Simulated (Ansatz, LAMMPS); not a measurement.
# Squeezing and shearing glassy 56SiO2-19BaO-25CaO (mol %) (82 atoms): runs compared

Aim: relax glassy 56SiO2-19BaO-25CaO (mol %) (82 atoms), then change its volume and shape to read moduli from the stress.

Computed with Ansatz 0.2.0: Kohn-Sham DFT, PBE, PAW (set soft_2), plane waves.

### Step 1. The cell as built

The cell holds 82 atoms: 18 Si, 6 Ba, 8 Ca and 50 O. Its edges and angles: a = 10.676 Å, b = 10.676 Å, c = 10.676 Å, α = 90.0°, β = 90.0°, γ = 90.0°. 82 atoms (18 Si, 6 Ba, 8 Ca, 50 O) placed at random at 3.25 g/cm³, melted at 4000 K for 10 ps at fixed volume with the Morse and Coulomb pair potential with partial charges (Pedone, Malavasi, Menziani, Cormack and Segre, J. Phys. Chem. B 110, 11780 (2006)). Quenched from 4000 K to 300 K at 10 K/ps and fixed volume, held 10 ps at zero pressure.

What the set-up can't give: The quench rate of 10 K/ps is many orders above laboratory rates, so the cell is likely richer in defects and strain than a real sample. The starting topology of bonds comes from the classical model, and needn't be the one that DFT or experiment would give. The Brillouin zone is sampled at Γ only. No spin–orbit coupling is included, so levels derived from the heavy atoms are approximate.

### Step 2. The reference run

The reference is a single point at the end of the relaxation.

Every strained cell starts from the geometry of this run, and its atoms are relaxed with the cell held.

Its input, with most atom lines left out:

```yaml
crystal:
  lattice:
    - [10.61553, -0.00036, -0.02863]
    - [-0.00036, 10.83614, 0.28371]
    - [-0.02863, 0.28371, 10.64579]
  atoms:
    - { symbol: Si, position: [0.17291, 0.79991, 0.75305] }
    - { symbol: Si, position: [0.82294, 0.07888, 0.80107] }
    - { symbol: Si, position: [0.45318, 0.07197, 0.76511] }
    - { symbol: Si, position: [0.63314, 0.34669, 0.46104] }
    - { symbol: Si, position: [0.65478, 0.31511, 0.17475] }
    - { symbol: Si, position: [0.41511, 0.64694, 0.69509] }
    - { symbol: Si, position: [0.41803, 0.65862, 0.0957] }
    [... atom lines 8 to 82 left out ...]
kpoints:
  mp_grid: { grid: [1, 1, 1] }
hamiltonian:
  xc: pbe
scf:
  occupations: { method: fermi_dirac, width: 0.05 }
output:
  forces: true
  stress: true
  populations: true
  dos:
    method: { smearing: { sigma: 0.1 } }
    de: 0.1
    projected: { site_lists: { Ba: [Ba], Ca: [Ca], O: [O], Si: [Si] } }
  eigenvalues: true
  write_density: true
  write_potential: true
  volumetric_format: npy
  elf: true
```

```
free energy per atom   : -1099.5115 eV/atom
r.m.s. force component : 0.00911 eV/Å
pressure               : 0.01111 GPa
```

Filled and empty levels are parted by 3.87 eV (at Γ alone); a semilocal functional tends to put such gaps too low. In a disordered cell it changes from sample to sample, and tail or defect levels can set it.

### Step 3. The runs

Each row is one run, on 4 threads of Arm Neoverse V1, shared host. The free energy is the program's total, comparable only between runs with the same functional, potentials and atoms.

| run | atoms | outcome | ionic steps, all passes | free energy (eV) | time | host memory (GiB) |
| --- | --- | --- | --- | --- | --- | --- |
| Single point at the start | 82 | converged | - | -90152.049 | 15 s | 1.4 |
| Cell and atoms relaxed | 82 | converged | 26 | -90159.943 | 5.7 min | 1.5 |
| Single point at the relaxed geometry | 82 | converged | - | -90159.943 | 26 s | 1.5 |
| Volume -3 % | 82 | converged | 8 | -90159.769 | 1.9 min | 1.5 |
| Volume +3 % | 82 | converged | 8 | -90159.789 | 2 min | 1.5 |
| Volume -6 % | 82 | converged | 8 | -90159.198 | 1.9 min | 1.4 |
| Volume +6 % | 82 | converged | 11 | -90159.380 | 3.1 min | 1.6 |
| Volume -10 % | 82 | converged | 14 | -90157.736 | 3.2 min | 1.4 |
| Stretched by 1 % along x | 82 | converged | 5 | -90159.907 | 77 s | 1.5 |
| Compressed by 1 % along x | 82 | converged | 7 | -90159.904 | 1.8 min | 1.5 |
| Sheared by 2 % in xy | 82 | converged | 5 | -90159.892 | 77 s | 1.5 |

In some runs the program notes that the SCF threshold is loose for the stress.

### Step 4. Pressure against volume

Atoms are relaxed at each volume, in the scaled cell.

| volume change (%) | volume (Å³/atom) | energy change (meV/atom) | pressure (GPa) | largest move on relaxing (Å) | bonds | gap (eV) |
| --- | --- | --- | --- | --- | --- | --- |
| -10 | 13.431 | 26.91 | 6.27 | 0.41 | 167 | 4.21 |
| -6 | 14.028 | 9.09 | 3.42 | 0.21 | 165 | 4.06 |
| -3 | 14.476 | 2.12 | 1.61 | 0.10 | 161 | 3.97 |
| +0 | 14.924 | 0.00 | 0.01 | - | 156 | 3.87 |
| +3 | 15.371 | 1.87 | -1.30 | 0.12 | 152 | 3.79 |
| +6 | 15.819 | 6.86 | -2.28 | 0.41 | 150 | 3.76 |

### Step 5. Uniaxial strain and shear

Stress (GPa, compression positive) less that of the relaxed cell, atoms relaxed:

| strain | xx | yy | zz | xy | energy change (meV/atom) |
| --- | --- | --- | --- | --- | --- |
| stretched by 1 % along x | -1.095 | -0.343 | -0.256 | 0.052 | 0.43 |
| compressed by 1 % along x | 1.037 | 0.356 | 0.265 | -0.065 | 0.47 |
| sheared by 2 % in xy | 0.116 | 0.078 | -0.020 | -0.696 | 0.61 |

### Step 6. Findings

The bulk modulus, from the slope of pressure against ln V over the three points nearest the relaxed volume, is 48.4 GPa; a quadratic over all points gives a pressure derivative of about 4.9. The count of bonds runs from 150 to 167 over the series, so at some points contacts cross the cutoffs. The gap goes from 4.21 eV at the smallest volume to 3.76 eV at the largest, -2.8 eV per unit of ln V by a straight line, on the run's k-points. In the Cartesian axes of the cell, finite differences give C11 = 107, C12 = 34.9, C13 = 26.0 and C66 = 34.8 GPa (the shear of 2 % is the engineering strain, εxy = 0.01). The mean of C11, C12 and C13, which equals the bulk modulus in a cubic or isotropic solid, is 55.9 GPa: it lies 15 % over the bulk modulus from the volumes. For an isotropic solid C66 would equal (C11 − C12)/2 = 35.8 GPa; so small a sample needn't be isotropic, and C66 rests on one shear. With the bulk modulus and C66 as K and G, Young's modulus would be about 84 GPa and Poisson's ratio 0.21.

Caveats: Strains are finite and relaxations stop at the force tolerance of the input, which can leave moduli too stiff; they are those of a static cell at zero temperature. Volumes are changed with the cell's shape held, so in an anisotropic solid the modulus lies over the one under free hydrostatic load. The program notes that the SCF threshold of the relaxations is loose for the stress.

The DFT runs together took 23 min of wall time.

[Logs are printed without paths, hosts, clocks, repeated set-up lines and the standing remarks that a program may print on its own settings, such as how far it seeks lower states.]

[Hosts, paths, dates, database ids (printed as entryN), source tags and the programs' standing remarks are cut or masked in the printed files.]
